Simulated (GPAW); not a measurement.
# W2CO2 MXene monolayer: work function by functional and basis, part 2 of 2

Wanted: work functions and dipole of W2CO2 MXene monolayer, with the cost of each level.

GPAW 26.7.0; GPAW, PAW setups; layer in a repeated cell with vacuum, relaxation of atoms and in-plane cell (the session's first sound run).

So far, upper work function (eV): step 3 (plane waves, PBE) 5.80; step 6 (LDA) 6.19; step 7 (revPBE) 5.66; step 8 (GPAW, PAW setups) 6.09; step 9 (mode fd, grid spacing 0.18 Å, PBE, GPAW) 5.81.

### Step 10. Atomic orbitals: mode = "lcao"

Level of this step: GPAW, PAW setups; slab in vacuum (GPAW).

Atom-centred orbitals end a few angstrom from the surface, which tests how much the density's tail matters.

run.py reads:

```python
import json
import numpy as np
from ase import Atoms
from gpaw import GPAW

slab = Atoms(
    ['O', 'W', 'C', 'W', 'O'],
    positions=[
        [0.00000, 1.78692, 7.00000],
        [1.54751, 0.89346, 8.14105],
        [0.00000, 0.00000, 9.25097],
        [0.00000, 1.78692, 10.36087],
        [1.54751, 0.89346, 11.50192]],
    cell=[[3.09503, 0.0, 0.0], [-1.54751, 2.68037, 0.0], [0.0, 0.0, 18.5019]],
    pbc=[True, True, False])

slab.calc = GPAW(mode='lcao', basis='dzp', h=0.18, xc='PBE', kpts={'size': (12, 12, 1), 'gamma': True},
                 occupations={'name': 'fermi-dirac', 'width': 0.05}, nbands='120%',
                 convergence={'density': 1e-05}, maxiter=200,
                 poissonsolver={'dipolelayer': 'xy'},
                 symmetry={'tolerance': 1e-3}, txt='slab.txt')
result = {}
energy = slab.get_potential_energy()
fermi = slab.calc.get_fermi_level()
v = slab.calc.get_electrostatic_potential().mean((0, 1)) - fermi
n = slab.calc.get_pseudo_density().mean((0, 1))
L = slab.cell[2, 2]
z = np.arange(len(v)) * L / len(v)
low, high = slab.positions[:, 2].min(), slab.positions[:, 2].max()
below, above = np.interp([low - 4.8, high + 4.8], z, v)
slopes = [np.interp(x, z, np.gradient(v, z)) for x in (low - 4.8, high + 4.8)]
eps = np.array([[slab.calc.get_eigenvalues(k, s) for k in range(len(slab.calc.get_ibz_k_points()))]
                for s in range(slab.calc.get_number_of_spins())]) - fermi
top, bottom = eps[eps < 0].max(), eps[eps > 0].min()
dipole = slab.get_dipole_moment()[2]
print(f'energy {energy:.4f} eV, Fermi level {fermi:.4f} eV, dipole {dipole:.5f} e A')
print(f'potential 4.8 A off the faces, from the Fermi level: lower {below:.4f} eV, upper {above:.4f} eV')
print(f'slope of the potential there: lower {slopes[0]:.5f}, upper {slopes[1]:.5f} eV/A')
print(f'nearest levels on the mesh: {top:.4f} and {bottom:.4f} eV')
print('magnetic moment', round(slab.get_magnetic_moment(), 3))
result.update(energy=energy, fermi=fermi, dipole=dipole, below=below, above=above, slopes=slopes, edges=[top, bottom],
              z=z.tolist(), v=v.tolist(), n=n.tolist(), positions=slab.positions.tolist(),
              forces=slab.get_forces(apply_constraint=False).tolist(), moments=slab.get_magnetic_moments().tolist())
json.dump(result, open('result.json', 'w'))
```

Launch:

```bash
$ OMP_NUM_THREADS=1 OPENBLAS_NUM_THREADS=1 python run.py
```

What it wrote:

```text
energy -44.6666 eV, Fermi level -6.1263 eV, dipole 0.00037 e A
potential 4.8 A off the faces, from the Fermi level: lower 6.1300 eV, upper 6.1226 eV
slope of the potential there: lower -0.00000, upper 0.00000 eV/A
nearest levels on the mesh: -0.2221 and 0.0269 eV
magnetic moment 0.0
```

The job ended after 3.9 min (1 thread of Arm Neoverse V1, shared host; peak memory 0.3 GiB).

Numbers from this step:

| Property | Result |
| --- | --- |
| dipole along the normal | 3.67e-4 e·Å |
| levels nearest the Fermi level on the mesh | -0.2221, 0.02688 eV from the Fermi level |
| upper work function | 6.123 eV |
| lower work function | 6.130 eV |

Electrostatic potential energy of an electron (without an applied field's), less the Fermi level, planar mean against z:

```tsv
z (Å)	electrostatic potential energy of an electron (without an applied field's), less the Fermi level, planar mean (eV)
0.0	6.13
0.5	6.13
1.0	6.13
1.5	6.13
2.0	6.13
2.5	6.13
3.0	6.13
3.5	6.13
4.0	6.13
4.5	6.12
5.0	6.11
5.5	6.03
6.0	5.47
6.5	1.77
7.0	-11.3
7.5	-11.9
8.0	-25.6
8.5	-20.4
9.0	-13.6
9.5	-13.7
10.0	-20.4
10.5	-25.6
11.0	-12.0
11.5	-11.4
12.0	1.72
12.5	5.46
13.0	6.02
13.5	6.10
14.0	6.12
14.5	6.12
15.0	6.12
15.5	6.12
16.0	6.12
16.5	6.12
17.0	6.12
17.5	6.12
18.0	6.12
```

The upper face's work function is 6.123 eV, against 5.797 eV in the first plane-wave PBE run at this geometry.

### Step 11. Cost and result by level

Times are for 1 thread of Arm Neoverse V1, shared host. Results by setting:

```tsv
no.	run	upper work function (eV)	lower work function (eV)	time	memory (GiB)
1	pw	5.797	5.804	55 s	0.23
2	RPBE	5.652	5.659	57 s	0.23
3	vdW DF2	6.324	6.332	65 s	0.36
4	LDA	6.188	6.195	56 s	0.23
5	revPBE	5.660	5.668	55 s	0.23
6	optPBE vdW	6.091	6.099	70 s	0.36
7	fd	5.806	5.813	2.6 min	0.61
8	lcao	6.123	6.130	3.9 min	0.3
```

### Step 12. Side by side

Results and costs are gathered.

This step: comparison of work functions, dipole and cost (GPAW 26.7.0).

Ladder, by row:

```tsv
step	code	work function, upper (eV)	work function, lower (eV)	dipole (e Å)	wall time (s)	peak memory (GiB)	threads
pw	GPAW	5.797	5.804	4.12e-4	54.85	0.23	1
RPBE	GPAW	5.652	5.659	4.12e-4	57.36	0.23	1
vdW-DF2	GPAW	6.324	6.332	4.12e-4	64.62	0.36	1
LDA	GPAW	6.188	6.195	4.13e-4	56.01	0.23	1
revPBE	GPAW	5.66	5.668	4.12e-4	55.23	0.23	1
optPBE-vdW	GPAW	6.091	6.099	4.12e-4	69.62	0.36	1
fd	GPAW	5.806	5.813	3.66e-4	153.2	0.61	1
lcao	GPAW	6.123	6.13	3.67e-4	232.7	0.3	1
```

### Step 13. A changed run

One more run, with changed settings.

This step: GPAW, PAW setups; slab in vacuum (GPAW 26.7.0).

Edit run.py of step 10 so:

```diff
@@ -3,3 +3,4 @@
 from ase import Atoms
-from gpaw import GPAW
+from gpaw import GPAW, PW
+from gpaw.external import ConstantElectricField
 
@@ -16,6 +17,7 @@
 
-slab.calc = GPAW(mode='lcao', basis='dzp', h=0.18, xc='PBE', kpts={'size': (12, 12, 1), 'gamma': True},
-                 occupations={'name': 'fermi-dirac', 'width': 0.05}, nbands='120%',
-                 convergence={'density': 1e-05}, maxiter=200,
+slab.calc = GPAW(mode=PW(500), xc='PBE', kpts={'size': (12, 12, 1), 'gamma': True},
+                 occupations={'name': 'fermi-dirac', 'width': 0.05}, nbands='160%',
+                 convergence={'density': 1e-05}, maxiter=100,
                  poissonsolver={'dipolelayer': 'xy'},
+                 external=ConstantElectricField(3.0, [0, 0, 1]),
                  symmetry={'tolerance': 1e-3}, txt='slab.txt')
```

What it wrote:

```text
energy -47.8320 eV, Fermi level -2.1231 eV, dipole 1.23896 e A
potential 4.8 A off the faces, from the Fermi level: lower 23.3364 eV, upper -1.9209 eV
slope of the potential there: lower -1.78277, upper 0.03711 eV/A
nearest levels on the mesh: -0.0958 and 0.1208 eV
magnetic moment 0.0
```

Run time: 8.7 min. Hardware: 1 thread; peak memory 0.47 GiB.

The run finished. A setting was moved off its sound value on purpose, so it serves as a test and not as the result.

The fault put into the input: a field far too strong (field = 3.0).

The two runs compared:

```tsv
quantity	this run	sound run	difference
dipole along the normal (e·Å)	1.2390	4.120e-4	1.24
```

One result that differs is the dipole along the normal, 1.24 e·Å against 4.1e-4 e·Å.

### Step 14. What came out

```yaml
work_function_upper_and_lower_face: 5.797 and 5.804 eV
dipole_along_the_normal: 4.1e-4 e Å
```

**Reading.** With plane waves and PBE the work function is 5.80 eV on the upper face and 5.80 eV on the lower. Over the sound runs of the table the upper face's work function spans 5.652 (RPBE) to 6.324 eV (vdW-DF2). Atomic orbitals miss the plane-wave value by 0.33 eV, since they describe the tail of the density in the vacuum poorly. The small printed dipole stands for a step of -9.0 meV from the lower to the upper face, and the probes find -7.4 meV; values this small are near the numerical noise of both. The layer's cell and atoms come from the relaxation; spin-orbit coupling and temperature are left out.

[Logs are printed without paths, hosts, clocks, repeated set-up lines and the standing remarks that a program may print on its own settings, such as how far it seeks lower states.]

[Hosts, paths, dates, database ids (printed as entryN), source tags and the programs' standing remarks are cut or masked in the printed files.]
